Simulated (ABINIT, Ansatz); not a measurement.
# Converging GW for KBr (Fm-3m) in ABINIT

What does each rung of G0W0 on KBr (Fm-3m) cost, and what does it buy?

Program: ABINIT 10.8.3. Level of theory: LDA and many-body steps on it, plane waves. Results are calculated unless marked as measured.

**1. Starting point**

The structure is cubic, space group Fm-3m (No. 225). Conventional cell: a = 6.600 Å, b = 6.600 Å, c = 6.600 Å, α = 90.00°, β = 90.00°, γ = 90.00°. Nearest to K lie 6 Br at 3.30 Å. Nearest to Br lie 6 K at 3.30 Å. Farther neighbours and most contacts between anions are not listed.

The cell and positions come from the Crystallography Open Database and are kept as given unless a step says otherwise.

**2. Empty states on the mesh, 4×4×4 mesh, 230 bands**

This step: ABINIT 10.8.3; DFT, LDA, plane waves, norm-conserving pseudopotentials.

The sums over transitions need many empty states on a uniform mesh; this step solves for them.

The input, run.abi:

```
acell 3*1.0 Angstrom
rprim 
  0.000000000000 3.300000000000 3.300000000000
  3.300000000000 0.000000000000 3.300000000000
  3.300000000000 3.300000000000 0.000000000000
ntypat 2
znucl 19 35
natom 2
typat 1 2
xred 
  0.000000000000 0.000000000000 0.000000000000
  0.500000000000 0.500000000000 0.500000000000
pp_dirpath "pseudos"
pseudos "K.upf, Br.upf"
ecut 32
ngkpt 4 4 4
nshiftk 1
shiftk 0 0 0
kptopt 1
chksymbreak 0
irdden 1
istwfk *1
nband 230
prtvol 0
optdriver 6
gwr_task "HDIAGO"
paral_kgb 0
occopt 1
indata_prefix "in"
outdata_prefix "out"
tmpdata_prefix "tmp"
```

Run with:

```bash
> OMP_NUM_THREADS=1 mpirun -n 4 abinit run.abi > log
```

The program printed:

```text
.Version 10.8.3 of ABINIT. v10.8.2 released Aug 2026.

 Symmetries : space group Fm -3 m (#225); Bravais cF (face-center cubic)
[... echo of the input left out ...]
== DATASET  1 ==================================================================
-   mpi_nproc: 4, omp_nthreads: 1 (-1 if OMP is not activated)

--- !DatasetInfo
iteration_state: {dtset: 1, }
dimensions: {natom: 2, nkpt: 8, mband: 230, nsppol: 1, nspinor: 1, nspden: 1, mpw: 4279, }
cutoff_energies: {ecut:  32.0, pawecutdg:  -1.0, }
[...]
Direct band gap semiconductor
 Fundamental gap:     4.032 (eV)
   VBM:    -0.201 (eV) at k: [ 0.0000E+00,  0.0000E+00,  0.0000E+00]
   CBM:     3.831 (eV) at k: [ 0.0000E+00,  0.0000E+00,  0.0000E+00]
 Direct gap:         4.032 (eV) at k: [ 0.0000E+00,  0.0000E+00,  0.0000E+00]

== END DATASET(S) ==============================================================
================================================================================

 -outvars: echo values of variables after computation  --------
           etotal      0.0000000000E+00
            nband         230
             nkpt           8
          spgroup         225
 [... the other variables as echoed above ...]

 Calculation completed.
```

Elapsed: 1.8 min, on 4 MPI ranks of Arm Neoverse V2, shared host; peak memory 4.1 GiB; 7 min of CPU time.

This step gave:

```yaml
gap: 4.032 eV
k_of_the_valence_top: 0, 0, 0
k_of_the_conduction_bottom: 0, 0, 0
least_direct_gap: 4.032 eV
k_points_computed: 8
lowest_point_of_the_top_converged_band_above_the_valence_top: 112.5320 eV
```

On this mesh the gap is 4.032 eV.

The density comes from a self-consistent run that is not shown.

**3. Screening, 4×4×4 mesh, 34 bands, screening to 76.2 eV**

The RPA dielectric matrix is built and inverted for each q.

This step: RPA screening on LDA, plane waves, norm-conserving pseudopotentials.

Edit run.abi of step 2 so:

```diff
@@ -20,10 +20,11 @@
 chksymbreak 0
-irdden 1
 istwfk *1
-nband 230
-prtvol 0
-optdriver 6
-gwr_task "HDIAGO"
-paral_kgb 0
 occopt 1
+irdwfk 1
+optdriver 3
+nband 34
+ecuteps 2.8
+inclvkb 2
+awtr 1
+symchi 1
 indata_prefix "in"
```

The program printed:

```text
.Version 10.8.3 of ABINIT. v10.8.2 released Aug 2026.

 Symmetries : space group Fm -3 m (#225); Bravais cF (face-center cubic)
[... echo of the input left out ...]
== DATASET  1 ==================================================================
-   mpi_nproc: 4, omp_nthreads: 1 (-1 if OMP is not activated)

--- !DatasetInfo
iteration_state: {dtset: 1, }
dimensions: {natom: 2, nkpt: 8, mband: 34, nsppol: 1, nspinor: 1, nspden: 1, mpw: 4279, }
cutoff_energies: {ecut:  32.0, pawecutdg:  -1.0, }
electrons: {nelect:   1.60000000E+01, charge:   0.00000000E+00, occopt:   1.00000000E+00, tsmear:   1.00000000E-02, }

 SCREENING: Calculation of the susceptibility and dielectric matrices

 Based on a program developped by R.W. Godby, V. Olevano, G. Onida, and L. Reining.
 Incorporated in ABINIT by V. Olevano, G.-M. Rignanese, and M. Torrent.
.Using double precision arithmetic ; gwpc =  8

[... cell and pseudopotentials left out ...]
--------------------------------------------------------------------------------

 ==== K-mesh for the wavefunctions ====
 Number of points in the irreducible wedge :     8
[... list of points left out ...]
 Together with 48 symmetry operations and time-reversal symmetry
 yields    64 points in the full Brillouin Zone.

 ==== Q-mesh for the screening function ====
 Number of points in the irreducible wedge :     8
[... list of points left out ...]
 Together with 48 symmetry operations and time-reversal symmetry
 yields    64 points in the full Brillouin Zone.

 setmesh: FFT mesh size selected  =    30x   30x   30
          total number of points  =        27000

 vcoul_init : cutoff-mode = AUXILIARY_FUNCTION
 q-points for optical limit:   1
     1)      0.000010    0.000020    0.000030

- screening: taking advantage of time-reversal symmetry
- Maximum band index for partially occupied states nbvw = 8
- Remaining bands to be divided among processors   nbcw = 26
- Number of bands treated by each node ~6

 Number of electrons calculated from density =   16.0000; Expected =   16.0000
 average of density, n =  0.032988
 r_s =    1.9343
 omega_plasma =   17.5199 [eV]

 calculating chi0 at frequencies [eV] :
  1    0.000000E+00    0.000000E+00
  2    0.000000E+00    1.751989E+01

--------------------------------------------------------------------------------
  q-point number  1        q = ( 0.000000, 0.000000, 0.000000) [r.l.u.]
--------------------------------------------------------------------------------
[... chi0 elements left out ...]
 For q-point:  0.000010 0.000020 0.000030
  dielectric constant =   2.4921
  dielectric constant without local fields =   2.9854

  Average fulfillment of the sum rule on Im[epsilon] for q-point    1 :     47.32  [%]
[... wings left out ...]
  q-point number  2        q = ( 0.250000, 0.000000, 0.000000) [r.l.u.]
--------------------------------------------------------------------------------
[... chi0 elements left out ...]
  Average fulfillment of the sum rule on Im[epsilon] for q-point    2 :     70.43  [%]

 [... 6 further q-points ...]
```

The job ended after 6.3 s (4 MPI ranks; peak memory 0.62 GiB; 25 s of CPU time).

Numbers from this step:

```yaml
eps_infinity_with_local_fields_on_this_mesh_along_the_program_s_q_direction: 2.492
the_same_without_local_fields: 2.985
plasma_frequency: 17.52 eV
plane_waves_in_the_screening_matrix: 113
```

Local fields lower ε∞ by 17 %.

**4. 34 bands, 76.2 eV**

The self-energy is evaluated for the states that the input lists, and the levels follow from it, in one-shot runs by the linearised quasiparticle equation.

This step: G0W0 on LDA, plane waves, norm-conserving pseudopotentials.

Edit run.abi of step 3 so:

```diff
@@ -23,8 +23,15 @@
 irdwfk 1
-optdriver 3
+optdriver 4
 nband 34
+gwcalctyp 0
+ecutsigx 32
+symsigma 1
+nkptgw 1
+kptgw 
+  0.0000000000 0.0000000000 0.0000000000
+bdgw 
+  6 12
 ecuteps 2.8
-inclvkb 2
-awtr 1
-symchi 1
+irdscr 1
+ppmodel 1
 indata_prefix "in"
```

The program printed:

```text
.Version 10.8.3 of ABINIT. v10.8.2 released Aug 2026.

 Symmetries : space group Fm -3 m (#225); Bravais cF (face-center cubic)
[... echo of the input left out ...]
== DATASET  1 ==================================================================
-   mpi_nproc: 4, omp_nthreads: 1 (-1 if OMP is not activated)

--- !DatasetInfo
iteration_state: {dtset: 1, }
dimensions: {natom: 2, nkpt: 8, mband: 34, nsppol: 1, nspinor: 1, nspden: 1, mpw: 4279, }
cutoff_energies: {ecut:  32.0, pawecutdg:  -1.0, }
electrons: {nelect:   1.60000000E+01, charge:   0.00000000E+00, occopt:   1.00000000E+00, tsmear:   1.00000000E-02, }

 SIGMA: Calculation of the GW corrections

 Based on a program developped by R.W. Godby, V. Olevano, G. Onida, and L. Reining.
 Incorporated in ABINIT by V. Olevano, G.-M. Rignanese, and M. Torrent.
.Using double precision arithmetic ; gwpc =  8

[... cell and pseudopotentials left out ...]
--------------------------------------------------------------------------------

 ==== K-mesh for the wavefunctions ====
 Number of points in the irreducible wedge :     8
[... list of points left out ...]
 Together with 48 symmetry operations and time-reversal symmetry
 yields    64 points in the full Brillouin Zone.

 ==== Q-mesh for screening function ====
 Number of points in the irreducible wedge :     8
[... list of points left out ...]
 Together with 48 symmetry operations and time-reversal symmetry
 yields    64 points in the full Brillouin Zone.

 vcoul_init : cutoff-mode = AUXILIARY_FUNCTION
 q-points for optical limit:   1
     1)      0.000010    0.000020    0.000030
 setmesh: FFT mesh size selected  =    45x   45x   45
          total number of points  =        91125

 Number of electrons calculated from density =   16.0000; Expected =   16.0000
 average of density, n =  0.032988
 r_s =    1.9343
 omega_plasma =   17.5199 [eV]

 === KS Band Gaps ===
  >>>> For spin  1
   Minimum direct gap =   4.0319 [eV], located at k-point      :   0.0000  0.0000  0.0000
   Fundamental gap    =   4.0319 [eV], Top of valence bands at :   0.0000  0.0000  0.0000
                                       Bottom of conduction at :   0.0000  0.0000  0.0000
 SIGMA fundamental parameters:
 PLASMON POLE MODEL  1
 number of plane-waves for SigmaX                 4279
 number of plane-waves for SigmaC and W            113
 number of plane-waves for wavefunctions          4279
 number of bands                                    34
 number of independent spin polarizations            1
 number of spinorial components                      1
 number of k-points in IBZ                           8
 number of q-points in IBZ                           8
 number of symmetry operations                      48
 number of k-points in BZ                           64
 number of q-points in BZ                           64
 number of frequencies for dSigma/dE                 9
 frequency step for dSigma/dE [eV]                0.25
 number of omega for Sigma on real axis              0
 max omega for Sigma on real axis  [eV]           0.00
 zcut for avoiding poles [eV]                     0.10

 EPSILON^-1 parameters (SCR file):
 dimension of the eps^-1 matrix on file            113
 dimension of the eps^-1 matrix used               113
 number of plane-waves for wavefunctions          4279
 number of bands                                    34
 number of q-points in IBZ                           8
 number of frequencies                               2
 number of real frequencies                          1
 number of imag frequencies                          1

 matrix elements of self-energy operator (all in [eV])

 Perturbative Calculation

--- !SelfEnergy_ee
iteration_state: {dtset: 1, }
kpoint     : [   0.000,    0.000,    0.000, ]
spin       : 1
KS_gap     :    4.032
QP_gap     :    6.607
Delta_QP_KS:    2.575
data: !SigmaeeData |
     Band     E0 <VxcDFT>   SigX SigC(E0)      Z dSigC/dE  Sig(E)    E-E0       E
        6  -0.201 -12.640 -16.505   2.369   0.818  -0.222 -13.864  -1.224  -1.425
        7  -0.201 -12.640 -16.505   2.369   0.818  -0.222 -13.864  -1.224  -1.425
        8  -0.201 -12.640 -16.505   2.369   0.818  -0.222 -13.864  -1.224  -1.425
        9   3.831  -7.272  -3.194  -2.517   0.866  -0.155  -5.921   1.351   5.182
       10   7.158  -8.721  -3.699  -2.519   0.862  -0.160  -6.564   2.157   9.315
       11   7.158  -8.721  -3.699  -2.519   0.862  -0.160  -6.564   2.157   9.315
       12   7.158  -8.721  -3.699  -2.519   0.862  -0.160  -6.564   2.157   9.315

== END DATASET(S) ==============================================================
================================================================================

 -outvars: echo values of variables after computation  --------
           etotal      0.0000000000E+00
            nband          34
             nkpt           8
          spgroup         225
 [... the other variables as echoed above ...]

 Calculation completed.
```

It took 2.7 s on 4 MPI ranks; peak memory 0.19 GiB; 10 s of CPU time.

This step gave:

```yaml
g0w0_gap_on_the_points_computed: 6.607 eV
starting_gap_on_the_mesh: 4.032 eV
k_of_the_valence_top: 0, 0, 0
k_of_the_conduction_bottom: 0, 0, 0
z_at_the_valence_top: 0.818
z_at_the_conduction_bottom: 0.866
least_direct_g0w0_gap_on_the_computed_points: 6.607 eV
```

The gap on the mesh goes from 4.03 eV to 6.61 eV, a correction of +2.58 eV.

**5. Screening, 4×4×4 mesh, 95 bands, screening to 141.5 eV**

This step: RPA screening on LDA, plane waves, norm-conserving pseudopotentials.

Edit run.abi of step 4 so:

```diff
@@ -23,15 +23,8 @@
 irdwfk 1
-optdriver 4
-nband 34
-gwcalctyp 0
-ecutsigx 32
-symsigma 1
-nkptgw 1
-kptgw 
-  0.0000000000 0.0000000000 0.0000000000
-bdgw 
-  6 12
-ecuteps 2.8
-irdscr 1
-ppmodel 1
+optdriver 3
+nband 95
+ecuteps 5.2
+inclvkb 2
+awtr 1
+symchi 1
 indata_prefix "in"
```

The program printed:

```text
.Version 10.8.3 of ABINIT. v10.8.2 released Aug 2026.

 Symmetries : space group Fm -3 m (#225); Bravais cF (face-center cubic)
[... echo of the input left out ...]
== DATASET  1 ==================================================================
-   mpi_nproc: 4, omp_nthreads: 1 (-1 if OMP is not activated)

--- !DatasetInfo
iteration_state: {dtset: 1, }
dimensions: {natom: 2, nkpt: 8, mband: 95, nsppol: 1, nspinor: 1, nspden: 1, mpw: 4279, }
cutoff_energies: {ecut:  32.0, pawecutdg:  -1.0, }
electrons: {nelect:   1.60000000E+01, charge:   0.00000000E+00, occopt:   1.00000000E+00, tsmear:   1.00000000E-02, }

 SCREENING: Calculation of the susceptibility and dielectric matrices

 Based on a program developped by R.W. Godby, V. Olevano, G. Onida, and L. Reining.
 Incorporated in ABINIT by V. Olevano, G.-M. Rignanese, and M. Torrent.
.Using double precision arithmetic ; gwpc =  8

[... cell and pseudopotentials left out ...]
--------------------------------------------------------------------------------

 ==== K-mesh for the wavefunctions ====
 Number of points in the irreducible wedge :     8
[... list of points left out ...]
 Together with 48 symmetry operations and time-reversal symmetry
 yields    64 points in the full Brillouin Zone.

 ==== Q-mesh for the screening function ====
 Number of points in the irreducible wedge :     8
[... list of points left out ...]
 Together with 48 symmetry operations and time-reversal symmetry
 yields    64 points in the full Brillouin Zone.

 setmesh: FFT mesh size selected  =    32x   32x   32
          total number of points  =        32768

 vcoul_init : cutoff-mode = AUXILIARY_FUNCTION
 q-points for optical limit:   1
     1)      0.000010    0.000020    0.000030

- screening: taking advantage of time-reversal symmetry
- Maximum band index for partially occupied states nbvw = 8
- Remaining bands to be divided among processors   nbcw = 87
- Number of bands treated by each node ~21

 Number of electrons calculated from density =   16.0000; Expected =   16.0000
 average of density, n =  0.032988
 r_s =    1.9343
 omega_plasma =   17.5199 [eV]

 calculating chi0 at frequencies [eV] :
  1    0.000000E+00    0.000000E+00
  2    0.000000E+00    1.751989E+01

--------------------------------------------------------------------------------
  q-point number  1        q = ( 0.000000, 0.000000, 0.000000) [r.l.u.]
--------------------------------------------------------------------------------
[... chi0 elements left out ...]
 For q-point:  0.000010 0.000020 0.000030
  dielectric constant =   2.4992
  dielectric constant without local fields =   2.9940

  Average fulfillment of the sum rule on Im[epsilon] for q-point    1 :     72.71  [%]
[... wings left out ...]
  q-point number  2        q = ( 0.250000, 0.000000, 0.000000) [r.l.u.]
--------------------------------------------------------------------------------
[... chi0 elements left out ...]
  Average fulfillment of the sum rule on Im[epsilon] for q-point    2 :     82.16  [%]

 [... 6 further q-points ...]
```

Run time: 21 s. Hardware: 4 MPI ranks; peak memory 0.96 GiB.

Numbers from this step:

| Property | Result |
| --- | --- |
| ε∞ with local fields, on this mesh, along the program's q direction | 2.499 |
| the same without local fields | 2.994 |
| plasma frequency | 17.52 eV |
| plane waves in the screening matrix | 283 |

[end of part 1 of 2]

[Paths, hosts, dates, memory and timing lines, banners, echoed tables and standing remarks are left out of the program output.]

[Logs are printed without paths, hosts, clocks, repeated set-up lines and the standing remarks that a program may print on its own settings, such as how far it seeks lower states.]

[Runs of the session that timed out or met a known fault of the program may be left out.]

[No measured gap is set beside runs whose start may be inverted or whose files or cutoffs have a known fault.]

[Hosts, paths, dates, database ids (printed as entryN), source tags and the programs' standing remarks are cut or masked in the printed files.]

[G0W0 gaps are taken among the corrected bands and points alone; a level outside them can change the order at an edge.]

[Where Ansatz stands beside ABINIT at settings called matched, ABINIT's density can come from a denser mesh and the files from another edition; pairs whose starting gaps differed by over 0.03 eV were left out, so agreement reads better than it is.]
